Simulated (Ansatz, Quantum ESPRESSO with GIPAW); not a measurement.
# 1H assignment in CH9ClN6

The values are calculated: DFT, PBEsol, plane-wave PAW (pslibrary 1.0.0 recipes), scalar-relativistic, GIPAW shieldings (Quantum ESPRESSO with GIPAW, a patched development version). Reference lines, from the same functional and files: 1H: δ = (29.71 − σ) / 1.204, zero at TMS, fitted to 11 measured values, from Ca(BH4)2, Ca(OH)2, CsH2PO4, LiBH4, LiH, MgH2, NaH, NaOH and NH4H2PO4, with a scatter of 0.61 ppm r.m.s., with σ taken with the shape term of a sphere (6.7 ppm here). Kinds of site that fitted badly were split off after the misses were seen, so the scatter is that of the points kept. Spans are on the shift scale.

```xyz
34
Lattice="7.7748 0.0000 0.0000 -3.8874 6.7332 0.0000 0.0000 0.0000 6.8578" Properties=species:S:1:pos:R:3 pbc="T T T"
Cl    0.0000    4.4888    1.7144
Cl    3.8874    2.2444    5.1433
N     1.9436    1.3302    1.7144
N     4.0676    4.3849    1.7144
N     5.6510    1.0181    1.7144
N     1.9438    5.4030    5.1433
N    -0.1802    2.3483    5.1433
N    -1.7636    5.7151    5.1433
N     0.5481    1.2242    1.7144
N    -3.1013    5.6464    1.7144
N     2.5532    6.5958    1.7144
N     3.3393    5.5090    5.1433
N     6.9887    1.0867    5.1433
N     1.3342    0.1374    5.1433
C     0.0000    0.0000    1.7144
C     0.0000    0.0000    5.1433
H     1.6466    4.8796    4.3078
H    -0.4849    2.8674    4.3078
H    -1.1617    5.7194    4.3078
H     2.2408    1.8536    0.8789
H     4.3723    3.8658    0.8789
H     5.0491    1.0138    0.8789
H     2.2408    1.8536    2.5499
H     4.3723    3.8658    2.5499
H     5.0491    1.0138    2.5499
H     1.6466    4.8796    5.9788
H    -0.4849    2.8674    5.9788
H    -1.1617    5.7194    5.9788
H    -0.0535    2.0699    1.7144
H    -2.0681    5.7446    1.7144
H     2.1216    5.6519    1.7144
H     3.9409    4.6633    5.1433
H     5.9555    0.9886    5.1433
H     1.7658    1.0813    5.1433
```

The cell is a computed entry of the Materials Project; it need not be the form that is stable at ambient conditions. The coordinates shown are those after relaxation (atoms relaxed).

The H sites:

| site | atom no. | atoms in cell | site symmetry | surroundings | bonds (Å) |
| --- | --- | --- | --- | --- | --- |
| H(1) | 17 | 12 | 1 | bound to N | 1.030 |
| H(2) | 29 | 6 | m | bound to N | 1.038 |

The lines, in order of position:

| line | δ_iso (ppm) | relative area | span (ppm) | skew |
| --- | --- | --- | --- | --- |
| A | 7.43 | 1 | 16.38 | -0.01 |
| B | 2.52 | 2 | 13.96 | 0.56 |

Simulated spectrum: 1H MAS at 25 kHz, 7.05 T (300.2 MHz), lines broadened by 0.5 ppm; rigid lattice, with dipolar and J couplings left out. Its lines over 1.5 % of the strongest:

| δ (ppm) | area |
| --- | --- |
| 7.43 | 0.50 |
| 2.52 | 1.00 |

**Question.** Which site gives which line?

A: A is H(2) (bound to N); B is H(1) (bound to N). The areas settle A and B, whose multiplicities are unique.

[Banner, clock, file and message-heading lines were taken out of the pw.x and gipaw.x logs.]

[Logs are printed without paths, hosts, clocks, repeated set-up lines and the standing remarks that a program may print on its own settings, such as how far it seeks lower states.]

[Hosts, paths, dates, database ids (printed as entryN), source tags and the programs' standing remarks are cut or masked in the printed files.]
